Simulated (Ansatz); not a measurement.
# Ta (Im-3m): thermal expansion from first principles, part 3 of 3

Wanted: α(T), C_P(T) and B(T) of Ta in the quasi-harmonic approximation.

Ansatz 0.2.0; DFT PBEsol, scalar-relativistic, plane waves, PAW; PAW set soft_1.

So far. Step 2 (A first coarse run): The start is under -5.9 GPa at this level and looks like a metal on this mesh. Step 4 (Relaxing to small residual forces and stress): The residual pressure is -0.0012 GPa, small enough for phonons. The relaxed cell has a = 3.282 Å (conventional setting).

## (5) Phonons on strained cells

The study relaxes the crystal at several strains, solves the phonons on some of them and minimises the free energy at each temperature (static energy, vibrations, the electrons in a metal, and PV under a set pressure); the q-mesh sets how far the force constants reach.

File input.yaml:

```yaml
crystal:
  lattice:
    - [-1.6408853861, 1.6408853861, 1.6408853861]
    - [1.6408853861, -1.6408853861, 1.6408853861]
    - [1.6408853861, 1.6408853861, -1.6408853861]
  atoms:
    - { symbol: Ta, position: [0.0, 0.0, 0.0] }
kpoints:
  mp_grid: { grid: [20, 20, 20] }
hamiltonian:
  xc: pbesol
  pseudopotentials: { kind: paw, azcp: { folder: soft_1 }, xc_functional: pbe }
scf:
  occupations: { method: methfessel_paxton, width: 0.2 }
  lower_state_search: "off"
output:
  eigenvalues: true
phonons:
  method: dfpt
  qmesh: [4, 4, 4]
  temperatures: { t_max: 1200.0, t_step: 50 }
  thermal_expansion: {}
```

Command:

```bash
$ ansatz run input.yaml --threads 8 --pin off --max-ram 16384MiB --backend cpu --events-out ev --progress --plain --runs-dir out
```

Numbers of over 12 decimals in the logs are rounded to 6 here.

Output:

```text
[...]
Crystal: 1 atoms, lattice volume = 17.672 Å³
Basis set: ecut = 487.2 eV, 429 PW (Γ), exchange–correlation on 48×48×48 points (8 copies of the dense FFT grid, shifted against one another)
Bands: 11, of which v1, the nominal top of the filled ones, is band 7 counted from 1 (6 counted from 0)
Symmetry: 48 space group operations
[...]
k-points: 256 of 8000
[...]
SCF iter   1: F=—  HF=-9807.535240 eV  |F-HF|=—  |Δ(HF+E_count)|=         —  Δρ=4.16e-2  dr2=3.18e-1  ethr=3.10e-3  ⟨swp⟩=5.0  Hψ=14465  notcnv=0
[...]
SCF iter   7: F=-9807.407715 eV  HF=-9807.407715 eV  |F-HF|=3.64e-12  |Δ(HF+E_count)|=  1.31e-10  S|Δr|=    0.00e0  Δρ=7.53e-8  dr2=1.66e-13  ethr=1.00e-12  ⟨swp⟩=6.2  Hψ=11282  notcnv=0
the search or the solves at the SCF's close seem to have found levels that the self-consistency loop had missed (the run counts 1). By its estimate they hold under 1e-12 electrons; where the run keeps them, the occupations were computed again with them
SCF 1 converged in 7 iterations: F = -9807.407715 eV  dr2 = 1.66e-13
[...]
relax step   1: F+E_penalty+E_count = -9807.40771470 eV  Δ(F+E_penalty+E_count) = +0.000e0 eV  max|allowed force component| = 0.000e0 eV/Å  Δτ_max = 0.0000 Å  (7 SCF iters, accepted)
SCF converged after 7 iterations
[...]
Free energy (F): -9807.407715 eV
[...]
Internal energy: -9807.408703 eV  (E = F + TS)
E sigma→0 (E₀):  -9807.407962 eV
Entropy (-TS):   0.000988 eV (0.988 meV/atom)
Fermi energy:    18.706742 eV
[...]
--- Stress (GPa, compression-positive) ---
       -0.004812      -0.000000       0.000000
       -0.000000      -0.004812      -0.000000
        0.000000      -0.000000      -0.004812
  P = ⅓ Tr σ = -0.0048 GPa (-0.048 kbar)
--- Band table (eV; the first three rows and the last of 256) ---
  k-point 0: bands = [... 3 lower, -14.1664, 10.7405, 19.4527, 19.4527, 19.4527, 22.7942, 22.7942, 33.4112]
  k-point 1: bands = [... 3 lower, -14.1666, 10.8555, 19.3768, 19.4320, 19.5652, 22.6653, 22.7935, 33.5174]
  k-point 2: bands = [... 3 lower, -14.1672, 11.1906, 19.1647, 19.3482, 19.9000, 22.3776, 22.7971, 33.7987]
  k-point 255: bands = [... 3 lower, -15.0432, 14.8053, 14.8053, 25.7396, 25.7396, 25.7396, 27.5009, 27.5009]
── thermal expansion: 3 new cells, 3 in all ──
thermal expansion: relaxation of cell 2
thermal expansion: relaxation of cell 3
── thermal expansion: 2 new cells, 5 in all ──
thermal expansion: relaxation of cell 4
thermal expansion: electrons of cell 4
thermal expansion: phonons of cell 4
WARN: thermal expansion, phonons of cell 4: eigensolver did not converge (k=165): 1 band(s) unlocked after 20 sweeps at ethr=1.00e-12 eV (lowest unlocked band 10, counted from 0; max residual 2.94e-5 eV among the unlocked bands, 2.94e-5 eV over every band)
thermal expansion: relaxation of cell 5
thermal expansion: electrons of cell 1
thermal expansion: electrons of cell 2
thermal expansion: electrons of cell 3
thermal expansion: electrons of cell 5
thermal expansion: phonons of cell 5
[...]
── thermal expansion: 5 new cells, 10 in all ──
thermal expansion: relaxation of cell 6
thermal expansion: relaxation of cell 7
thermal expansion: relaxation of cell 8
thermal expansion: relaxation of cell 9
thermal expansion: relaxation of cell 10
thermal expansion: electrons of cell 6
thermal expansion: electrons of cell 7
thermal expansion: electrons of cell 8
thermal expansion: electrons of cell 9
thermal expansion: electrons of cell 10
thermal expansion: phonons of cell 6
[...]
thermal expansion: phonons of cell 7
[...]
WARN: thermal expansion: eigensolver_not_converged in the phonons of 4 cells: 4, 5, 6, 7
--- Relaxed structure (1 steps of the walk, 1 accepted, 0 SCFs on fresh bases) ---
  F+E_penalty+E_count = -9807.40771470 eV   max|allowed force component| = 0.000e0 eV/Å
  atoms:
    - { symbol: Ta, position: [0.0, 0.0, 0.0] }
--- Thermal expansion: 10 cells in 3 rounds, 0 GPa ---
  no lower state was looked for at cell 4: scf.lower_state_search: off
  without vibrations: a 2.84208, b 2.84208, c 2.84208 Å, V 17.6721 Å³, B 209.10 GPa
  at 0 K: a 2.84373, b 2.84373, c 2.84373 Å, V 17.7029 Å³, B 208.07 GPa
  zero-point expansion: a +0.058, b +0.058, c +0.058, V +0.174 %
      T/K        a/Å        b/Å        c/Å       V/Å³ | expansion of a, b, c, V (1e-6/K)   | that of V in the mean from 25 °C | C_P, C_V (J/mol K of the cell) | B_T, B_S (GPa)
     0.00    2.84373    2.84373    2.84373    17.7029 |    0.00    0.00    0.00    0.00 |   15.29 |     0.000     0.000 |   208.07   208.07
   150.00    2.84529    2.84529    2.84529    17.7320 |    6.12    6.12    6.12   18.35 |   19.69 |    23.021    22.910 |   205.94   206.94
   298.15    2.84806    2.84806    2.84806    17.7839 |    6.87    6.87    6.87   20.60 |       - |    25.471    25.196 |   202.72   204.93
   400.00    2.85009    2.85009    2.85009    17.8220 |    7.11    7.11    7.11   21.34 |   21.01 |    26.213    25.821 |   200.38   203.42
   550.00    2.85320    2.85320    2.85320    17.8803 |    7.42    7.42    7.42   22.26 |   21.53 |    27.074    26.497 |   196.73   201.01
   700.00    2.85644    2.85644    2.85644    17.9413 |    7.71    7.71    7.71   23.14 |   22.03 |    27.845    27.064 |   192.85   198.41
   850.00    2.85981    2.85981    2.85981    18.0049 |    8.02    8.02    8.02   24.06 |   22.52 |    28.571    27.564 |   188.72   195.62
  1000.00    2.86333    2.86333    2.86333    18.0713 |    8.35    8.35    8.35   25.04 |   23.03 |    29.266    28.009 |   184.34   192.62
  1150.00    2.86699    2.86699    2.86699    18.1408 |    8.70    8.70    8.70   26.10 |   23.56 |    29.944    28.407 |   179.69   189.42
  1200.00    2.86824    2.86824    2.86824    18.1646 |    8.82    8.82    8.82   26.47 |   23.74 |    30.168    28.530 |   178.08   188.31
  the static fit leaves 0.000 meV an atom of the energies and, of the stresses, 0.000 GPa of each cell's largest along a strain (root mean squares over the cells), whose Pulay part it has at -0.011 GPa
  vibrations' free energy: its fit passes through its cells
  the electrons' free energy at temperature is in it; its fit leaves 0.0002 meV an atom at the most
  free energies summed between the sampled wave vectors
  estimated error of the fitted expansion in any direction: up to 0.017e-6/K, at 1200 K, with few degrees of freedom (an estimate, not a bound: it was exceeded on models of known expansion)
  by sums over the sampled wave vectors an expansion of the volume parts by up to 0.33e-6/K
  by a static energy of one degree less an expansion of the volume parts by up to 0.01e-6/K
  eigensolver_not_converged in the phonons of 4 cells: 4, 5, 6, 7
```

It took 7.8 min on 8 threads of Arm Neoverse V2, shared host; peak memory 4 GiB.

Numbers from this step:

```
pressure                                         : -0.004812 GPa
volume expansion coefficient at 298 K            : 20.60 1e-6/K
C_P at 298 K                                     : 25.47 J/mol-atom/K
entropy at 298 K                                 : 42.44 J/mol-atom/K
isothermal bulk modulus at 298 K                 : 202.7 GPa
Grüneisen parameter at 298 K                     : 1.775
volume at 298 K                                  : 17.78 Å³/atom
principal linear expansion coefficients at 298 K : 6.867, 6.867, 6.867 1e-6/K
```

Strained cells of the study; zero-point energy where phonons were solved; the pressures are stresses at a fixed cutoff and can carry an offset from the finite basis. Expansion cells, by row:

| cell | \|a\| (Å) | \|b\| (Å) | \|c\| (Å) | V (Å³/atom) | E - E_lowest (meV/atom) | pressure, compression positive (GPa) | gap (eV) | zero-point energy (meV/atom) |
| --- | --- | --- | --- | --- | --- | --- | --- | --- |
| 1 | 2.842 | 2.842 | 2.842 | 17.67 | 0 | -0.016 | - | - |
| 2 | 2.865 | 2.865 | 2.865 | 18.1 | 6.516 | -4.8 | - | - |
| 3 | 2.82 | 2.82 | 2.82 | 17.25 | 6.662 | 5.202 | - | - |
| 4 | 2.842 | 2.842 | 2.842 | 17.67 | 0 | -0.043 | - | 21.36 |
| 5 | 2.856 | 2.856 | 2.856 | 17.94 | 2.614 | -3.086 | - | 20.76 |
| 6 | 2.865 | 2.865 | 2.865 | 18.11 | 6.749 | -4.881 | - | 20.38 |
| 7 | 2.877 | 2.877 | 2.877 | 18.33 | 15.02 | -7.139 | - | 19.89 |
| 8 | 2.814 | 2.814 | 2.814 | 17.15 | 10.38 | 6.556 | - | - |
| 9 | 2.828 | 2.828 | 2.828 | 17.41 | 2.549 | 3.169 | - | - |
| 10 | 2.894 | 2.894 | 2.894 | 18.66 | 33.35 | -10.33 | - | - |

Quasi-harmonic; a, b, c are the run's own cell vectors. Expansion, by row:

| T (K) | a (Å) | b (Å) | c (Å) | alpha (deg) | beta (deg) | gamma (deg) | cell volume (Å³/cell) | alpha_a (1e-6/K) | alpha_b (1e-6/K) | alpha_c (1e-6/K) | alpha_V (1e-6/K) | C_P (J/mol-atom/K) | C_V (J/mol-atom/K) | S (J/mol-atom/K) | B_T (GPa) | B_S (GPa) | Grueneisen | extrapolation | fit error (1e-6/K) |
| --- | --- | --- | --- | --- | --- | --- | --- | --- | --- | --- | --- | --- | --- | --- | --- | --- | --- | --- | --- |
| 0 | 2.844 | 2.844 | 2.844 | 109.5 | 109.5 | 109.5 | 17.7 | 0 | 0 | 0 | 0 | 0 | 0 | 0 | 208.1 | 208.1 | - | 0 | 0 |
| 50 | 2.844 | 2.844 | 2.844 | 109.5 | 109.5 | 109.5 | 17.71 | 2.8 | 2.8 | 2.8 | 8.4 | 11.36 | 11.36 | 5.684 | 207.8 | 208 | 1.64 | 0 | 0 |
| 100 | 2.844 | 2.844 | 2.844 | 109.5 | 109.5 | 109.5 | 17.72 | 5.28 | 5.28 | 5.28 | 15.85 | 20.18 | 20.12 | 16.87 | 207 | 207.5 | 1.739 | 0 | 0 |
| 150 | 2.845 | 2.845 | 2.845 | 109.5 | 109.5 | 109.5 | 17.73 | 6.12 | 6.12 | 6.12 | 18.35 | 23.02 | 22.91 | 25.68 | 205.9 | 206.9 | 1.761 | 0 | 0 |
| 200 | 2.846 | 2.846 | 2.846 | 109.5 | 109.5 | 109.5 | 17.75 | 6.49 | 6.49 | 6.49 | 19.48 | 24.27 | 24.11 | 32.5 | 204.9 | 206.3 | 1.769 | 0 | 0 |
| 250 | 2.847 | 2.847 | 2.847 | 109.5 | 109.5 | 109.5 | 17.77 | 6.71 | 6.71 | 6.71 | 20.14 | 24.99 | 24.77 | 38 | 203.8 | 205.6 | 1.773 | 0 | 0 |
| 298.1 | 2.848 | 2.848 | 2.848 | 109.5 | 109.5 | 109.5 | 17.78 | 6.87 | 6.87 | 6.87 | 20.6 | 25.47 | 25.2 | 42.44 | 202.7 | 204.9 | 1.775 | 0 | 0 |
| 300 | 2.848 | 2.848 | 2.848 | 109.5 | 109.5 | 109.5 | 17.78 | 6.87 | 6.87 | 6.87 | 20.62 | 25.49 | 25.21 | 42.6 | 202.7 | 204.9 | 1.775 | 0 | 0 |
| 350 | 2.849 | 2.849 | 2.849 | 109.5 | 109.5 | 109.5 | 17.8 | 7 | 7 | 7 | 21 | 25.88 | 25.54 | 46.56 | 201.5 | 204.2 | 1.777 | 0 | 0 |
| 400 | 2.85 | 2.85 | 2.85 | 109.5 | 109.5 | 109.5 | 17.82 | 7.11 | 7.11 | 7.11 | 21.34 | 26.21 | 25.82 | 50.04 | 200.4 | 203.4 | 1.777 | 0 | 0.01 |
| 450 | 2.851 | 2.851 | 2.851 | 109.5 | 109.5 | 109.5 | 17.84 | 7.22 | 7.22 | 7.22 | 21.66 | 26.52 | 26.07 | 53.14 | 199.2 | 202.6 | 1.778 | 0 | 0.01 |
| 500 | 2.852 | 2.852 | 2.852 | 109.5 | 109.5 | 109.5 | 17.86 | 7.32 | 7.32 | 7.32 | 21.96 | 26.8 | 26.29 | 55.95 | 198 | 201.8 | 1.779 | 0 | 0.01 |
| 550 | 2.853 | 2.853 | 2.853 | 109.5 | 109.5 | 109.5 | 17.88 | 7.42 | 7.42 | 7.42 | 22.26 | 27.07 | 26.5 | 58.52 | 196.7 | 201 | 1.779 | 0 | 0.01 |
| 600 | 2.854 | 2.854 | 2.854 | 109.5 | 109.5 | 109.5 | 17.9 | 7.52 | 7.52 | 7.52 | 22.55 | 27.34 | 26.7 | 60.88 | 195.5 | 200.2 | 1.78 | 0 | 0.01 |
| 650 | 2.855 | 2.855 | 2.855 | 109.5 | 109.5 | 109.5 | 17.92 | 7.61 | 7.61 | 7.61 | 22.84 | 27.59 | 26.88 | 63.08 | 194.2 | 199.3 | 1.781 | 0 | 0.01 |
| 700 | 2.856 | 2.856 | 2.856 | 109.5 | 109.5 | 109.5 | 17.94 | 7.71 | 7.71 | 7.71 | 23.14 | 27.84 | 27.06 | 65.14 | 192.8 | 198.4 | 1.782 | 0 | 0.01 |
| 750 | 2.858 | 2.858 | 2.858 | 109.5 | 109.5 | 109.5 | 17.96 | 7.81 | 7.81 | 7.81 | 23.44 | 28.09 | 27.24 | 67.07 | 191.5 | 197.5 | 1.783 | 0 | 0.01 |
| 800 | 2.859 | 2.859 | 2.859 | 109.5 | 109.5 | 109.5 | 17.98 | 7.92 | 7.92 | 7.92 | 23.75 | 28.33 | 27.4 | 68.89 | 190.1 | 196.6 | 1.784 | 0 | 0.01 |
| 850 | 2.86 | 2.86 | 2.86 | 109.5 | 109.5 | 109.5 | 18 | 8.02 | 8.02 | 8.02 | 24.06 | 28.57 | 27.56 | 70.61 | 188.7 | 195.6 | 1.786 | 0 | 0.01 |
| 900 | 2.861 | 2.861 | 2.861 | 109.5 | 109.5 | 109.5 | 18.03 | 8.13 | 8.13 | 8.13 | 24.38 | 28.81 | 27.72 | 72.25 | 187.3 | 194.6 | 1.788 | 0 | 0.01 |
| 950 | 2.862 | 2.862 | 2.862 | 109.5 | 109.5 | 109.5 | 18.05 | 8.23 | 8.23 | 8.23 | 24.7 | 29.04 | 27.87 | 73.82 | 185.8 | 193.6 | 1.791 | 0 | 0.01 |
| 1000 | 2.863 | 2.863 | 2.863 | 109.5 | 109.5 | 109.5 | 18.07 | 8.35 | 8.35 | 8.35 | 25.04 | 29.27 | 28.01 | 75.31 | 184.3 | 192.6 | 1.793 | 0 | 0.01 |
| 1050 | 2.865 | 2.865 | 2.865 | 109.5 | 109.5 | 109.5 | 18.09 | 8.46 | 8.46 | 8.46 | 25.38 | 29.49 | 28.15 | 76.75 | 182.8 | 191.6 | 1.796 | 0 | 0.01 |
| 1100 | 2.866 | 2.866 | 2.866 | 109.5 | 109.5 | 109.5 | 18.12 | 8.58 | 8.58 | 8.58 | 25.73 | 29.72 | 28.28 | 78.12 | 181.3 | 190.5 | 1.8 | 0 | 0.01 |
| 1150 | 2.867 | 2.867 | 2.867 | 109.5 | 109.5 | 109.5 | 18.14 | 8.7 | 8.7 | 8.7 | 26.1 | 29.94 | 28.41 | 79.45 | 179.7 | 189.4 | 1.803 | 0 | 0.01 |
| 1200 | 2.868 | 2.868 | 2.868 | 109.5 | 109.5 | 109.5 | 18.16 | 8.82 | 8.82 | 8.82 | 26.47 | 30.17 | 28.53 | 80.73 | 178.1 | 188.3 | 1.808 | 0 | 0.02 |

Table of expansion coefficient by temperature; values in 1e-6/K:

| temperature (K) | volume | principal 1 |
| --- | --- | --- |
| 0 | 0 | 0 |
| 50 | 8.4 | 2.8 |
| 100 | 15.8 | 5.28 |
| 150 | 18.4 | 6.12 |
| 200 | 19.5 | 6.49 |
| 250 | 20.1 | 6.71 |
| 298 | 20.6 | 6.87 |
| 300 | 20.6 | 6.87 |
| 350 | 21 | 7 |
| 400 | 21.3 | 7.11 |
| 450 | 21.7 | 7.22 |
| 500 | 22.0 | 7.32 |
| 550 | 22.3 | 7.42 |
| 600 | 22.6 | 7.52 |
| 650 | 22.8 | 7.61 |
| 700 | 23.1 | 7.71 |
| 750 | 23.4 | 7.81 |
| 800 | 23.8 | 7.92 |
| 850 | 24.1 | 8.02 |
| 900 | 24.4 | 8.13 |
| 950 | 24.7 | 8.23 |
| 1000 | 25.0 | 8.35 |
| 1050 | 25.4 | 8.46 |
| 1100 | 25.7 | 8.58 |
| 1150 | 26.1 | 8.7 |
| 1200 | 26.5 | 8.82 |

At 298 K the volume expansion is 20.6 × 10⁻⁶/K and B_T is 203 GPa. The program raised the cutoff to 487.2 eV by itself: with no cutoff typed, the study takes about 1.16 times the default for its relaxations and scales it with the volume for the phonons.

## (6) What came out

| Property | Result |
| --- | --- |
| settings of these figures | PBEsol, 487.2 eV, k 20×20×20, q 4×4×4 |
| volume expansion coefficient at 298 K | 20.60 1e-6/K |
| C_P at 298 K | 25.47 J/mol-atom/K |
| entropy at 298 K | 42.44 J/mol-atom/K |
| isothermal bulk modulus at 298 K | 202.7 GPa |
| Grüneisen parameter at 298 K | 1.775 |
| volume at 298 K | 17.78 Å³/atom |
| principal linear expansion coefficients at 298 K | 6.867, 6.867, 6.867 1e-6/K |

**Reading.** Near room temperature Ta expands by 20.6 × 10⁻⁶/K in volume by PBEsol, with C_P = 25.5 J/(mol K) per mole of atoms and B_T = 203 GPa. C_P at room temperature is 102 % of the classical 3R an atom. In this metal the study includes the electrons' free energy, which adds a term that grows with temperature, so the heat capacities need not level off at 3R. The log notes that a few bands missed the eigensolver's threshold in the phonon runs. The PAW files were made for PBE and are used here under another functional, for which the program regenerates the frozen cores.

[Logs are printed without paths, hosts, clocks, repeated set-up lines and the standing remarks that a program may print on its own settings, such as how far it seeks lower states.]

[Hosts, paths, dates, database ids (printed as entryN), source tags and the programs' standing remarks are cut or masked in the printed files.]

[A step with changed settings may run another functional than the one named; its input shows which.]
